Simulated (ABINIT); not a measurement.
# A GW chain in ABINIT: CdSe (Cadmoselite)

Wanted: ground state, empty states, screening and self-energy for CdSe (Cadmoselite).

Main program and level: ABINIT 10.8.3; PBE and many-body steps on it, plane waves.

This is a report of a sequence of runs, with most program output left out.

The database entry behind the starting cell differs from later determinations by our own check (inner coordinate of an old entry), so it need not match the best structure at ambient conditions.

### 1. Set-up

The structure is hexagonal, space group P6_3mc (No. 186). Conventional cell: a = 4.300 Å, b = 4.300 Å, c = 7.020 Å, α = 90.00°, β = 90.00°, γ = 120.00°. Cd has 4 Se at 2.61 to 2.70 Å nearest. Nearest to Se lie 4 Cd at 2.61 to 2.70 Å. Farther neighbours and most contacts between anions are not listed.

The cell and positions come from the Crystallography Open Database and are kept as given unless a step says otherwise.

### 2. Ground state

This step: ABINIT 10.8.3; DFT, PBE, plane waves, norm-conserving pseudopotentials.

The ground-state density comes first.

The input, run.abi:

```
acell 3*1.0 Angstrom
rprim 
  4.300000000016 -0.000000000004 0.000000000000
  -2.150000000005 3.723909236288 0.000000000000
  0.000000000000 0.000000000000 7.020000000000
ntypat 2
znucl 48 34
natom 4
typat 1 1 2 2
xred 
  0.333333333333 0.666666666667 0.000000000000
  0.666666666667 0.333333333333 0.500000000000
  0.333333333333 0.666666666667 0.385000000000
  0.666666666667 0.333333333333 0.885000000000
pp_dirpath "pseudos"
pseudos "Cd.upf, Se.upf"
ecut 48
ngkpt 6 6 4
nshiftk 1
shiftk 0 0 0
kptopt 1
chksymbreak 0
nband 50
occopt 1
tolvrs 1e-10
nstep 60
prtwf 0
optforces 0
optstress 0
indata_prefix "in"
outdata_prefix "out"
tmpdata_prefix "tmp"
```

Run with:

```
$ OMP_NUM_THREADS=1 mpirun -n 8 abinit run.abi > log
```

Elapsed: 2.1 min, on 8 MPI ranks of Intel Xeon Platinum 8488C (Sapphire Rapids), shared host; peak memory 1.2 GiB; 17 min of CPU time.

Numbers from this step:

| Item | Value |
| --- | --- |
| total energy | -27944.4904 eV |
| gap | 0.7010 eV |
| k of the valence top | 0, 0, 0 |
| k of the conduction bottom | 0, 0, 0 |
| least direct gap | 0.7010 eV |

The gap is direct, at Γ.

### 3. Bands along the symmetry lines

Levels along a band path, at the cheap level, show where the edges lie and whether the meshes to come will hold them.

The input, run.abi:

```
acell 3*1.0 Angstrom
rprim 
  4.300000000016 -0.000000000004 0.000000000000
  -2.150000000005 3.723909236288 0.000000000000
  0.000000000000 0.000000000000 7.020000000000
ntypat 2
znucl 48 34
natom 4
typat 1 1 2 2
xred 
  0.333333333333 0.666666666667 0.000000000000
  0.666666666667 0.333333333333 0.500000000000
  0.333333333333 0.666666666667 0.385000000000
  0.666666666667 0.333333333333 0.885000000000
pp_dirpath "pseudos"
pseudos "Cd.upf, Se.upf"
ecut 48
iscf -2
irdden 1
kptopt 0
nkpt 75
kpt 
  0.00000000 0.00000000 0.00000000
  0.06250000 0.00000000 0.00000000
  0.12500000 0.00000000 0.00000000
  0.18750000 0.00000000 0.00000000
  0.25000000 0.00000000 0.00000000
  0.31250000 0.00000000 0.00000000
  0.37500000 0.00000000 0.00000000
  0.43750000 0.00000000 0.00000000
  0.50000000 0.00000000 0.00000000
  0.47916667 0.04166667 0.00000000
  0.45833333 0.08333333 0.00000000
  0.43750000 0.12500000 0.00000000
  0.41666666 0.16666666 0.00000000
  0.39583333 0.20833333 0.00000000
  0.37500000 0.25000000 0.00000000
  0.35416666 0.29166666 0.00000000
  0.33333333 0.33333333 0.00000000
  0.29166666 0.29166666 0.00000000
  0.25000000 0.25000000 0.00000000
  0.20833333 0.20833333 0.00000000
  0.16666666 0.16666666 0.00000000
  0.12500000 0.12500000 0.00000000
  0.08333333 0.08333333 0.00000000
  0.04166667 0.04166667 0.00000000
  0.00000000 0.00000000 0.00000000
  0.00000000 0.00000000 0.06250000
  0.00000000 0.00000000 0.12500000
  0.00000000 0.00000000 0.18750000
  0.00000000 0.00000000 0.25000000
  0.00000000 0.00000000 0.31250000
  0.00000000 0.00000000 0.37500000
  0.00000000 0.00000000 0.43750000
  0.00000000 0.00000000 0.50000000
  0.06250000 0.00000000 0.50000000
  0.12500000 0.00000000 0.50000000
  0.18750000 0.00000000 0.50000000
  0.25000000 0.00000000 0.50000000
  0.31250000 0.00000000 0.50000000
  0.37500000 0.00000000 0.50000000
  0.43750000 0.00000000 0.50000000
  0.50000000 0.00000000 0.50000000
  0.47916667 0.04166667 0.50000000
  0.45833333 0.08333333 0.50000000
  0.43750000 0.12500000 0.50000000
  0.41666666 0.16666666 0.50000000
  0.39583333 0.20833333 0.50000000
  0.37500000 0.25000000 0.50000000
  0.35416666 0.29166666 0.50000000
  0.33333333 0.33333333 0.50000000
  0.29166666 0.29166666 0.50000000
  0.25000000 0.25000000 0.50000000
  0.20833333 0.20833333 0.50000000
  0.16666666 0.16666666 0.50000000
  0.12500000 0.12500000 0.50000000
  0.08333333 0.08333333 0.50000000
  0.04166667 0.04166667 0.50000000
  0.00000000 0.00000000 0.50000000
  0.50000000 0.00000000 0.50000000
  0.50000000 0.00000000 0.43750000
  0.50000000 0.00000000 0.37500000
  0.50000000 0.00000000 0.31250000
  0.50000000 0.00000000 0.25000000
  0.50000000 0.00000000 0.18750000
  0.50000000 0.00000000 0.12500000
  0.50000000 0.00000000 0.06250000
  0.50000000 0.00000000 0.00000000
  0.33333333 0.33333333 0.50000000
  0.33333333 0.33333333 0.43750000
  0.33333333 0.33333333 0.37500000
  0.33333333 0.33333333 0.31250000
  0.33333333 0.33333333 0.25000000
  0.33333333 0.33333333 0.18750000
  0.33333333 0.33333333 0.12500000
  0.33333333 0.33333333 0.06250000
  0.33333333 0.33333333 0.00000000
istwfk *1
nband 51
nbdbuf 2
tolwfr 1e-08
nstep 40
prtwf 0
prtvol 0
indata_prefix "in"
outdata_prefix "out"
tmpdata_prefix "tmp"
```

The job ended after 2.8 min (8 MPI ranks; peak memory 1.5 GiB).

This step gave:

| Quantity | Value |
| --- | --- |
| gap | 0.7010 eV |
| k of the valence top | 0, 0, 0 |
| k of the conduction bottom | 0, 0, 0 |
| least direct gap | 0.7010 eV |

The gap is 0.701 eV, as in the run before at this level.

The electronic bands at the labelled points (eV, zero at the top of the highest filled band):

```csv
point,band 41,band 42,band 43,band 44,band 45,band 46,band 47,band 48
Γ,-0.72,-0.01,0.00,0.00,0.70,2.12,5.89,5.89
halfway,-2.17,-1.34,-0.44,-0.43,2.62,3.45,5.21,5.90
M,-2.56,-1.85,-1.24,-0.83,3.23,3.31,4.81,6.15
halfway,-2.65,-2.14,-1.40,-1.32,3.94,4.26,4.67,6.14
K,-3.06,-1.79,-1.79,-1.78,4.40,4.80,4.80,7.06
halfway,-2.48,-1.69,-0.76,-0.56,3.06,4.08,5.16,5.53
Γ,-0.72,-0.01,0.00,0.00,0.70,2.12,5.89,5.89
halfway,-0.62,-0.62,-0.11,-0.11,1.73,2.23,5.70,5.98
A,-0.37,-0.37,-0.37,-0.37,2.34,2.34,5.82,5.82
halfway,-1.34,-1.34,-0.91,-0.91,3.40,3.40,4.98,4.98
L,-1.38,-1.38,-1.29,-1.29,2.99,2.99,4.79,4.79
halfway,-2.02,-2.02,-1.12,-1.12,3.51,3.51,5.25,5.25
H,-2.48,-2.48,-1.05,-1.05,3.80,3.80,5.92,5.92
halfway,-1.37,-1.37,-1.21,-1.21,3.77,3.77,4.97,4.97
A,-0.37,-0.37,-0.37,-0.37,2.34,2.34,5.82,5.82
jump to L,-1.38,-1.38,-1.29,-1.29,2.99,2.99,4.79,4.79
halfway,-2.09,-1.72,-1.06,-1.00,2.84,3.37,5.15,5.20
M,-2.56,-1.85,-1.24,-0.83,3.23,3.31,4.81,6.15
jump to H,-2.48,-2.48,-1.05,-1.05,3.80,3.80,5.92,5.92
halfway,-2.90,-2.00,-1.42,-1.42,4.33,4.33,4.85,6.40
K,-3.06,-1.79,-1.79,-1.78,4.40,4.80,4.80,7.06
```

### 4. Empty states on the mesh, 3×3×2 mesh, 128 bands

The sums over transitions need many empty states on a uniform mesh; this step solves for them.

The input, run.abi:

```
acell 3*1.0 Angstrom
rprim 
  4.300000000016 -0.000000000004 0.000000000000
  -2.150000000005 3.723909236288 0.000000000000
  0.000000000000 0.000000000000 7.020000000000
ntypat 2
znucl 48 34
natom 4
typat 1 1 2 2
xred 
  0.333333333333 0.666666666667 0.000000000000
  0.666666666667 0.333333333333 0.500000000000
  0.333333333333 0.666666666667 0.385000000000
  0.666666666667 0.333333333333 0.885000000000
pp_dirpath "pseudos"
pseudos "Cd.upf, Se.upf"
ecut 48
ngkpt 3 3 2
nshiftk 1
shiftk 0 0 0
kptopt 1
chksymbreak 0
iscf -2
irdden 1
istwfk *1
nband 128
nbdbuf 10
tolwfr 1e-09
nstep 60
prtvol 0
indata_prefix "in"
outdata_prefix "out"
tmpdata_prefix "tmp"
```

It took 71 s on 8 MPI ranks; peak memory 0.99 GiB; 9.4 min of CPU time.

Numbers from this step:

| Quantity | Value |
| --- | --- |
| gap | 0.7010 eV |
| k of the valence top | 0, 0, 0 |
| k of the conduction bottom | 0, 0, 0 |
| least direct gap | 0.7010 eV |
| k points computed | 6 |
| lowest point of the top converged band, above the valence top | 38.40 eV |

On this mesh the gap is 0.701 eV.

### 5. Screening, 3×3×2 mesh, 118 bands, screening to 106.1 eV

The RPA dielectric matrix is built and inverted for each q.

This step: RPA screening on PBE, plane waves, norm-conserving pseudopotentials.

run.abi, as its differences from that of step 4:

```diff
@@ -22,10 +22,11 @@
 chksymbreak 0
-iscf -2
-irdden 1
 istwfk *1
-nband 128
-nbdbuf 10
-tolwfr 1e-09
-nstep 60
-prtvol 0
+occopt 1
+irdwfk 1
+optdriver 3
+nband 118
+ecuteps 3.9
+inclvkb 2
+awtr 1
+symchi 1
 indata_prefix "in"
```

It took 48 s on 8 MPI ranks; peak memory 3.4 GiB; 6.4 min of CPU time.

Numbers from this step:

```
ε∞ with local fields, on this mesh, along the program's q direction : 45.19
the same without local fields                                       : 47.49
plasma frequency                                                    : 32.85 eV
plane waves in the screening matrix                                 : 287
```

Local fields lower ε∞ by 5 %. On a Γ-centred mesh this coarse the value itself is usually too large, while a short band sum pulls it down.

### 6. Self-energy, 3×3×2 mesh, 118 bands, screening to 106.1 eV

The self-energy is evaluated for the states that the input lists, and the levels follow from it, in one-shot runs by the linearised quasiparticle equation.

This step: G0W0 on PBE, plane waves, norm-conserving pseudopotentials.

run.abi, as its differences from that of step 5:

```diff
@@ -25,8 +25,15 @@
 irdwfk 1
-optdriver 3
+optdriver 4
 nband 118
+gwcalctyp 0
+ecutsigx 48
+symsigma 1
+nkptgw 1
+kptgw 
+  0.0000000000 0.0000000000 0.0000000000
+bdgw 
+  43 46
 ecuteps 3.9
-inclvkb 2
-awtr 1
-symchi 1
+irdscr 1
+ppmodel 1
 indata_prefix "in"
```

Wall time 5.5 s (8 MPI ranks); peak memory 2.3 GiB.

This step gave:

```yaml
g0w0_gap_on_the_points_computed: 1.229 eV
starting_gap_on_the_mesh: 0.7010 eV
k_of_the_valence_top: 0, 0, 0
k_of_the_conduction_bottom: 0, 0, 0
z_at_the_valence_top: 0.795
z_at_the_conduction_bottom: 0.817
least_direct_g0w0_gap_on_the_computed_points: 1.229 eV
```

The gap on the mesh goes from 0.70 eV to 1.23 eV, a correction of +0.53 eV.

Limits: finite bands, cutoff and mesh; no spin-orbit coupling; coarse k mesh. v1 is the top filled band, c1 the lowest empty one. The levels before and after the correction (eV, zero at the valence-band top of each column):

```csv
,conduction bottom,valence top
Kohn-Sham,0.70,0.00
G0W0,1.23,0.00
```

```csv
,level,energy (eV)
Kohn-Sham,Γ v2-v1,0.000
Kohn-Sham,Γ c1,0.701
Kohn-Sham,Γ c2,2.122
G0W0,Γ v2-v1,0.000
G0W0,Γ c1,1.229
G0W0,Γ c2,2.772
```

### 7. Where the time went

Times are wall times on 8 MPI ranks of Intel Xeon Platinum 8488C (Sapphire Rapids), shared host, good to a factor of about two.

```csv
step,time,share,memory (GiB)
ground state,2.1 min,31 %,1.2
bands along the symmetry lines,2.8 min,40 %,1.5
empty states on the mesh,71 s,17 %,0.99
screening,48 s,12 %,3.4
self-energy,5.5 s,1 %,2.3
```

### 8. Summary of results

```json
{
  "PBE gap": "0.70 eV, direct",
  "G0W0 gap on the mesh": "1.23 eV",
  "GW settings": "3×3×2 mesh, 118 bands, screening to 106.1 eV, Godby-Needs plasmon pole",
  "known limits": "not at the basis limit; mesh may overstate the screening; no spin-orbit coupling; coarse k mesh"
}
```

In words: G0W0 moves the gap on the mesh from 0.70 eV to 1.23 eV (+0.53 eV), with Z of 0.80 and 0.82 at the edges. Local fields lower the RPA ε∞ on this mesh from 47.49 to 45.19; a Γ-centred mesh this coarse tends to raise both, most where the direct gap is narrow, while a short band sum lowers them. Only 1 of the mesh's irreducible points was corrected, so a valley elsewhere could overtake. Bands and cutoff are finite, so the gap is not at the basis limit. The miss can reach some tenths of an eV and take either sign; the mesh is an error of its own. In the G0W0 run levels were corrected at 1 k point alone, so a gap called «on the mesh» is the least over those, and an edge elsewhere would be missed. The 3×3×2 mesh is coarse for this cell, which bears on the long-range parts of exchange and screening. The RPA ε∞ on this mesh reaches over 25; with a narrow direct gap a coarse mesh can overstate it, and the correction is then too small. The many-body steps are scalar-relativistic: spin-orbit coupling is not in them.

[Paths, hosts, dates, memory and timing lines, banners, echoed tables and standing remarks are left out of the program output.]

[Logs are printed without paths, hosts, clocks, repeated set-up lines and the standing remarks that a program may print on its own settings, such as how far it seeks lower states.]

[Runs of the session that timed out or met a known fault of the program may be left out.]

[Hosts, paths, dates, database ids (printed as entryN), source tags and the programs' standing remarks are cut or masked in the printed files.]

[G0W0 gaps are taken among the corrected bands and points alone; a level outside them can change the order at an edge.]

[Where Ansatz stands beside ABINIT at settings called matched, ABINIT's density can come from a denser mesh and the files from another edition; pairs whose starting gaps differed by over 0.03 eV were left out, so agreement reads better than it is.]
